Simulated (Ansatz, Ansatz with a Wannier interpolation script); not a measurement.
Rows from a G0W0 calculation on K2NaScF6 (Fm-3m) (Ansatz 0.2.0; G0W0 on LDA, plane waves, PAW; 4×4×4 mesh, 571 empty bands, screening to 140 eV), in eV. Spin-orbit coupling is left out.

```tsv
row	k	band	start	Σx	Σc at the solution	Vxc
A	Γ	v7	0.644	-30.687	5.589	-22.995
B	Γ	c2	8.560	-11.308	-5.619	-20.038
C	Γ	v1	1.176	-31.544	5.584	-23.916
D	Γ	c5	10.569	-6.216	-3.821	-12.485
E	Γ	c1	7.810	-5.640	-3.247	-10.587
F	Γ	v4	0.926	-31.542	5.494	-24.012
```

Q: Work out each quasiparticle level and how far it moved.

The quasiparticle equation reads E = start + Σx + Σc(E) − Vxc.

```tsv
row	E (eV)	shift (eV)
A	-1.460	−2.103
B	11.671	+3.110
C	-0.867	−2.043
D	13.017	+2.448
E	9.510	+1.700
F	-1.110	−2.036
```

Limits: not at the basis limit.

[Paths, hosts, dates, memory and timing lines, banners, echoed tables and standing remarks are left out of the program output.]

[Logs are printed without paths, hosts, clocks, repeated set-up lines and the standing remarks that a program may print on its own settings, such as how far it seeks lower states.]

[Runs of the session that timed out or met a known fault of the program may be left out.]

[Hosts, paths, dates, database ids (printed as entryN), source tags and the programs' standing remarks are cut or masked in the printed files.]
